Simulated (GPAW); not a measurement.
# Conductance along a series: segments of Zr in a Pt chain, part 2 of 2

Wanted: the trend of the zero-bias conductance over a family of junctions, segments of Zr in a Pt chain.

GPAW 26.7.0; GPAW LCAO, PAW setups; Landauer transmission from Green's functions with principal layers (ASE), zero bias.

So far, conductance (G₀): step 2 (junction, foreign atoms 1) 2.01; step 3 (16 atoms, foreign atoms 2) 3.27; step 4 (17 atoms, foreign atoms 3) 2.18; step 5 (18 atoms, foreign atoms 4) 3.05.

## (6) Member of the series, 19 atoms: segment atoms = 5

System of this step: 5 Zr atoms in a Pt chain. The cell holds 19 atoms: 14 Pt and 5 Zr. Cell: a = 9.000 Å, b = 9.000 Å, c = 46.429 Å, α = 90.0°, β = 90.0°, γ = 90.0°. Regions: left lead, 7 atoms (7 Pt); channel, 5 atoms (5 Zr); right lead, 7 atoms (7 Pt). Vacuum lies along a and b. The structure is stacked along c, and the current runs across the ab planes.

File run.py:

```python
import json
import numpy as np
from ase import Atoms
from ase.transport.calculators import TransportCalculator
from gpaw import GPAW, FermiDirac
from gpaw.lcao.tools import get_lcao_hamiltonian
from scipy.linalg import eigh

# The junction with lead layers at both ends, along the third cell vector
device = Atoms(
    ['Pt', 'Pt', 'Pt', 'Pt', 'Pt', 'Pt', 'Pt', 'Zr', 'Zr', 'Zr', 'Zr', 'Zr', 'Pt', 'Pt', 'Pt', 'Pt', 'Pt', 'Pt', 'Pt'],
    positions=[
        [4.50000, 4.50000, 1.20000],
        [4.50000, 4.50000, 3.60000],
        [4.50000, 4.50000, 6.00000],
        [4.50000, 4.50000, 8.40000],
        [4.50000, 4.50000, 10.80000],
        [4.50000, 4.50000, 13.20000],
        [4.50000, 4.50000, 15.60000],
        [4.50000, 4.50000, 18.01450],
        [4.50000, 4.50000, 20.61450],
        [4.50000, 4.50000, 23.21450],
        [4.50000, 4.50000, 25.81450],
        [4.50000, 4.50000, 28.41450],
        [4.50000, 4.50000, 30.82900],
        [4.50000, 4.50000, 33.22900],
        [4.50000, 4.50000, 35.62900],
        [4.50000, 4.50000, 38.02900],
        [4.50000, 4.50000, 40.42900],
        [4.50000, 4.50000, 42.82900],
        [4.50000, 4.50000, 45.22900]],
    cell=[[9.0, 0.0, 0.0], [0.0, 9.0, 0.0], [0.0, 0.0, 46.429]],
    pbc=True)

# One principal layer of the lead: the first 5 atoms of the device
lead = Atoms(
    ['Pt', 'Pt', 'Pt', 'Pt', 'Pt'],
    positions=[
        [4.50000, 4.50000, 1.20000],
        [4.50000, 4.50000, 3.60000],
        [4.50000, 4.50000, 6.00000],
        [4.50000, 4.50000, 8.40000],
        [4.50000, 4.50000, 10.80000]],
    cell=[[9.0, 0.0, 0.0], [0.0, 9.0, 0.0], [0.0, 0.0, 12.0]],
    pbc=True)

settings = dict(mode='lcao', basis='dzp', xc='PBE', h=0.2,
                occupations=FermiDirac(0.1), maxiter=250,
                mixer=dict(beta=0.1, nmaxold=8, weight=100.0),
                convergence=dict(density=0.0001))
energies = np.arange(-2, 2 + 1e-9, 0.05)
eta = 0.0001
n1, n2 = 1, 1
# k and -k transmit alike, so half of the mesh across the current serves
mesh = [(i, j) for i in range(n1) for j in range(n2) if (i, j) <= (-i % n1, -j % n2)]
weights = np.array([1 if (i, j) == (-i % n1, -j % n2) else 2 for i, j in mesh]) / (n1 * n2)

# [... helper functions left out ...]
fermi_lead = ground_state(lead, (1, 1, 10), 'lead.txt')
fermi_device = ground_state(device, (1, 1, 2), 'device.txt')
# [... loop over the mesh left out, but for ...]
        # Shift the lead onto the potential of the device's first layer
        shift = ((H[:, 0, 0] - H0[:, 0, 0]) / S0[0, 0]).real.mean()
# [...]
kT = 8.617333e-5 * 300
bias = [0.1, 0.2, 0.5, 1.0, 1.5, 2.0]
# [... integrals and printing left out ...]
```

Launch:

```
> OMP_NUM_THREADS=1 OPENBLAS_NUM_THREADS=1 python run.py
```

Log:

```text
basis functions: device 523, principal layer 135
Fermi level: lead -4.5367 eV, device -3.6595 eV; lead shifted by 0.0040 eV
largest coupling past the next layer 8.09e-06 eV, largest misfit of the first layer 0.191 eV
  E-E_F (eV)   T (one spin)  [channel counts left out]
    -2.000    7.5162e-01
    -1.950    5.7523e-01
    -1.900    4.3665e-01
[...]
1.950    8.3386e-01
     2.000    1.0540e-02
conductance at 300 K: 2.1406 G0 a cell; thermopower -1.963 uV/K
current from the zero-bias T(E) at 0.1 V: 16.562 uA
current from the zero-bias T(E) at 0.2 V: 32.988 uA
current from the zero-bias T(E) at 0.5 V: 80.863 uA
current from the zero-bias T(E) at 1.0 V: 169.6 uA
current from the zero-bias T(E) at 1.5 V: 251.11 uA
current from the zero-bias T(E) at 2.0 V: 291.89 uA
```

The job ended after 8.5 min (1 thread of Arm Neoverse N1, shared host; peak memory 1.7 GiB).

One spin. Transmission, zone mean against energy, zero at the Fermi level:

```
energy (eV)  transmission, zone mean
      -2.00                    0.752
      -1.90                    0.437
      -1.80                    0.469
      -1.70                    0.113
      -1.65                     1.02
      -1.55                    0.941
      -1.45                    0.906
      -1.35                     1.69
      -1.30                     2.55
      -1.25                     2.52
      -1.15                     1.69
      -1.05                     1.49
      -0.90                     1.66
      -0.80                     2.05
      -0.70                     2.46
      -0.60                     2.77
      -0.50                     2.91
      -0.40                     2.56
      -0.25                     2.09
      -0.15                     2.03
      -0.05                     2.10
       0.00                     2.15
       0.05                     2.18
       0.15                     2.11
       0.25                     1.94
       0.40                     2.06
       0.50                     2.67
       0.55                     2.72
       0.60                     1.88
       0.70                    0.716
       0.80                    0.464
       0.90                    0.240
       1.05                   0.0151
       1.15                    0.383
       1.25                    0.765
       1.35                    0.926
       1.45                    0.979
       1.55                    0.994
       1.70                    0.998
       1.80                    0.996
       1.90                    0.969
       2.00                   0.0105
```

The conductance, 2.14 G₀, lies 30 % below that of the member before.

## (7) Member of the series, 20 atoms: segment atoms = 6

System of this step: 6 Zr atoms in a Pt chain. The cell holds 20 atoms: 14 Pt and 6 Zr. Its edges and angles: a = 9.000 Å, b = 9.000 Å, c = 49.029 Å, α = 90.0°, β = 90.0°, γ = 90.0°. Regions: left lead, 7 atoms (7 Pt); channel, 6 atoms (6 Zr); right lead, 7 atoms (7 Pt). Vacuum lies along a and b. The structure is stacked along c, and the current runs across the ab planes.

Edit run.py of step 6 so:

```diff
@@ -10,3 +10,3 @@
 device = Atoms(
-    ['Pt', 'Pt', 'Pt', 'Pt', 'Pt', 'Pt', 'Pt', 'Zr', 'Zr', 'Zr', 'Zr', 'Zr', 'Pt', 'Pt', 'Pt', 'Pt', 'Pt', 'Pt', 'Pt'],
+    ['Pt', 'Pt', 'Pt', 'Pt', 'Pt', 'Pt', 'Pt', 'Zr', 'Zr', 'Zr', 'Zr', 'Zr', 'Zr', 'Pt', 'Pt', 'Pt', 'Pt', 'Pt', 'Pt', 'Pt'],
     positions=[
@@ -24,10 +24,11 @@
         [4.50000, 4.50000, 28.41450],
-        [4.50000, 4.50000, 30.82900],
-        [4.50000, 4.50000, 33.22900],
-        [4.50000, 4.50000, 35.62900],
-        [4.50000, 4.50000, 38.02900],
-        [4.50000, 4.50000, 40.42900],
-        [4.50000, 4.50000, 42.82900],
-        [4.50000, 4.50000, 45.22900]],
-    cell=[[9.0, 0.0, 0.0], [0.0, 9.0, 0.0], [0.0, 0.0, 46.429]],
+        [4.50000, 4.50000, 31.01450],
+        [4.50000, 4.50000, 33.42900],
+        [4.50000, 4.50000, 35.82900],
+        [4.50000, 4.50000, 38.22900],
+        [4.50000, 4.50000, 40.62900],
+        [4.50000, 4.50000, 43.02900],
+        [4.50000, 4.50000, 45.42900],
+        [4.50000, 4.50000, 47.82900]],
+    cell=[[9.0, 0.0, 0.0], [0.0, 9.0, 0.0], [0.0, 0.0, 49.029]],
     pbc=True)
```

Log:

```text
basis functions: device 552, principal layer 135
Fermi level: lead -4.5367 eV, device -3.5624 eV; lead shifted by 0.0058 eV
largest coupling past the next layer 8.09e-06 eV, largest misfit of the first layer 0.157 eV
  E-E_F (eV)   T (one spin)  [channel counts left out]
    -2.000    4.6456e-01
    -1.950    4.3061e-01
    -1.900    4.5460e-01
[...]
1.950    9.9825e-01
     2.000    9.9714e-01
conductance at 300 K: 3.1658 G0 a cell; thermopower -2.476 uV/K
current from the zero-bias T(E) at 0.1 V: 24.363 uA
current from the zero-bias T(E) at 0.2 V: 47.784 uA
current from the zero-bias T(E) at 0.5 V: 106.41 uA
current from the zero-bias T(E) at 1.0 V: 165.54 uA
current from the zero-bias T(E) at 1.5 V: 227.7 uA
current from the zero-bias T(E) at 2.0 V: 295.21 uA
```

Wall time 8.3 min (1 thread); peak memory 1.8 GiB.

One spin. The transmission, zone mean by energy, zero at the Fermi level:

```
energy (eV)  transmission, zone mean
      -2.00                    0.465
      -1.90                    0.455
      -1.80                    0.366
      -1.70                    0.916
      -1.55                    0.827
      -1.45                     1.10
      -1.35                     2.62
      -1.25                     1.59
      -1.15                     1.46
      -1.05                     1.51
      -0.90                     2.45
      -0.80                     3.10
      -0.70                     2.33
      -0.60                     1.87
      -0.50                     1.81
      -0.40                     1.96
      -0.25                     2.29
      -0.15                     2.64
      -0.05                     3.09
       0.00                     3.24
       0.05                     3.24
       0.15                     2.76
       0.25                     1.90
       0.40                    0.690
       0.50                     1.08
       0.60                     1.18
       0.70                     1.12
       0.80                    0.987
       0.90                    0.980
       1.05                    0.988
       1.15                    0.999
       1.25                    0.810
       1.35                    0.662
       1.45                    0.909
       1.55                    0.962
       1.70                    0.991
       1.80                    0.998
       1.90                    0.999
       2.00                    0.997
```

The conductance, 3.17 G₀, lies 48 % above that of the member before.

## (8) Side by side

Times are for 1 thread of Arm Neoverse N1, shared host. Results by setting:

```
no.  foreign atoms  conductance (G₀)     time  memory (GiB)
  1              1             2.013  6.2 min           1.4
  2              2             3.274  4.7 min           1.5
  3              3             2.181  5.8 min           1.6
  4              4             3.052  7.2 min           1.7
  5              5             2.141  8.5 min           1.7
  6              6             3.166  8.3 min           1.8
```

The runs together. Transmission, zone mean against energy, zero at the Fermi level:

```
energy (eV)      1      2       3       4       5      6
     -2.000   1.32  0.622   0.703   0.936   0.752  0.465
     -1.900   1.30  0.729    1.04   0.843   0.437  0.455
     -1.800   1.24   1.14  0.0659   0.212   0.469  0.366
     -1.600   1.45  0.711   0.559   0.780   0.660  0.332
     -1.550   1.81   1.70    1.01    1.26   0.941  0.827
     -1.500   1.90  0.996   0.974    1.10   0.852  0.812
     -1.400   1.76   1.04    1.15    1.18    1.12   2.18
     -1.200   1.70   1.23    1.63    2.09    2.01   1.50
     -1.100   1.66   1.34    2.01    2.70    1.54   1.47
     -1.000   1.67   1.47    2.48    2.15    1.50   1.65
     -0.850   1.68   1.70    2.90    1.58    1.82   3.08
     -0.800   1.68   1.79    2.83    1.53    2.05   3.10
     -0.600   1.73   2.23    2.22    1.88    2.77   1.87
     -0.400   1.81   2.79    2.02    2.32    2.56   1.96
     -0.300   2.22   3.05    2.06    2.52    2.19   2.16
     -0.200   1.93   3.24    2.11    2.76    2.04   2.44
     -0.100   1.99   3.34    2.16    3.00    2.06   2.87
      0.000   2.03   3.30    2.19    3.09    2.15   3.24
      0.200   1.73   2.60    1.90    2.21    2.02   2.37
      0.400   1.35   1.62    1.02   0.697    2.06  0.690
      0.600   1.10   1.15   0.778   0.285    1.88   1.18
      0.800  0.947  0.935   0.459  0.0119   0.464  0.987
      1.000  0.990  0.962   0.610   0.457  0.0174  0.983
      1.200  0.835  0.971   0.651   0.837   0.605  0.985
      1.400  0.902  0.960   0.625   0.859   0.960  0.844
      1.600  0.919  0.770   0.473   0.753   0.997  0.976
      1.800  0.928  0.608  0.0126   0.337   0.996  0.998
      2.000  0.935  0.895   0.724   0.371  0.0105  0.997
```

The runs together. Table of current through one cell, from the zero-bias transmission by bias:

```
bias (V)  1 (μA)  2 (μA)  3 (μA)  4 (μA)  5 (μA)  6 (μA)
   0.100    15.6    25.3    16.9    23.5    16.6    24.4
   0.200    30.9    50.3    33.6    46.5    33.0    47.8
   0.500    74.5     119    80.5     106    80.9     106
   1.000     138     207     142     170     170     166
   1.500     192     271     202     210     251     228
   2.000     243     322     266     246     292     295
```

## (9) Other settings

One more run, with changed settings.

System of this step: 2 Zr atoms in a Pt chain. The cell holds 16 atoms: 14 Pt and 2 Zr. Cell: a = 9.000 Å, b = 9.000 Å, c = 38.629 Å, α = 90.0°, β = 90.0°, γ = 90.0°. Regions: left lead, 7 atoms (7 Pt); channel, 2 atoms (2 Zr); right lead, 7 atoms (7 Pt). Vacuum lies along a and b. The structure is stacked along c, and the current runs across the ab planes.

Edit run.py of step 7 so:

```diff
@@ -10,3 +10,3 @@
 device = Atoms(
-    ['Pt', 'Pt', 'Pt', 'Pt', 'Pt', 'Pt', 'Pt', 'Zr', 'Zr', 'Zr', 'Zr', 'Zr', 'Zr', 'Pt', 'Pt', 'Pt', 'Pt', 'Pt', 'Pt', 'Pt'],
+    ['Pt', 'Pt', 'Pt', 'Pt', 'Pt', 'Pt', 'Pt', 'Zr', 'Zr', 'Pt', 'Pt', 'Pt', 'Pt', 'Pt', 'Pt', 'Pt'],
     positions=[
@@ -21,14 +21,10 @@
         [4.50000, 4.50000, 20.61450],
-        [4.50000, 4.50000, 23.21450],
-        [4.50000, 4.50000, 25.81450],
-        [4.50000, 4.50000, 28.41450],
-        [4.50000, 4.50000, 31.01450],
-        [4.50000, 4.50000, 33.42900],
-        [4.50000, 4.50000, 35.82900],
-        [4.50000, 4.50000, 38.22900],
-        [4.50000, 4.50000, 40.62900],
-        [4.50000, 4.50000, 43.02900],
-        [4.50000, 4.50000, 45.42900],
-        [4.50000, 4.50000, 47.82900]],
-    cell=[[9.0, 0.0, 0.0], [0.0, 9.0, 0.0], [0.0, 0.0, 49.029]],
+        [4.50000, 4.50000, 23.02900],
+        [4.50000, 4.50000, 25.42900],
+        [4.50000, 4.50000, 27.82900],
+        [4.50000, 4.50000, 30.22900],
+        [4.50000, 4.50000, 32.62900],
+        [4.50000, 4.50000, 35.02900],
+        [4.50000, 4.50000, 37.42900]],
+    cell=[[9.0, 0.0, 0.0], [0.0, 9.0, 0.0], [0.0, 0.0, 38.629]],
     pbc=True)
@@ -48,3 +44,3 @@
 settings = dict(mode='lcao', basis='dzp', xc='PBE', h=0.2,
-                occupations=FermiDirac(0.1), maxiter=250,
+                occupations=FermiDirac(0.1), maxiter=5,
                 mixer=dict(beta=0.1, nmaxold=8, weight=100.0),
```

Log:

```text
gpaw.KohnShamConvergenceError
```

Run time: 21 s. Hardware: 1 thread; peak memory 0.5 GiB.

No converged result was reached; the numbers in the log don't describe the system.

The fault put into the input: too few SCF iterations (maxiter = 5).

## (10) Summary of results

| Quantity | Value |
| --- | --- |
| conductance, first and last member | 2.01 and 3.17 G₀ |
| largest and smallest | 3.27 and 2.01 G₀ |

**Reading.** As the number of foreign atoms goes from 1 to 6, the conductance goes from 2.01 to 3.17 G₀. The conductance alternates from one member to the next. The geometry was built from estimated bond lengths and not relaxed, so the numbers describe this model structure. The run had no spin polarisation, so a magnetic state, which chains and small molecules with open shells often have, wasn't tested. Spin-orbit coupling is left out, which matters for the heavy atoms here. An evenly spaced straight chain is an idealisation: free chains tend to dimerise, zigzag or, where a band edge lies near the Fermi level, turn magnetic. The currents use the zero-bias T(E) throughout, which holds only while the bias is small against the distance to the nearest feature. The energy step is wider than the thermal energy, so the conductance and thermopower rest on interpolation of T(E).

[Logs are printed without paths, hosts, clocks, repeated set-up lines and the standing remarks that a program may print on its own settings, such as how far it seeks lower states.]

[Hosts, paths, dates, database ids (printed as entryN), source tags and the programs' standing remarks are cut or masked in the printed files.]
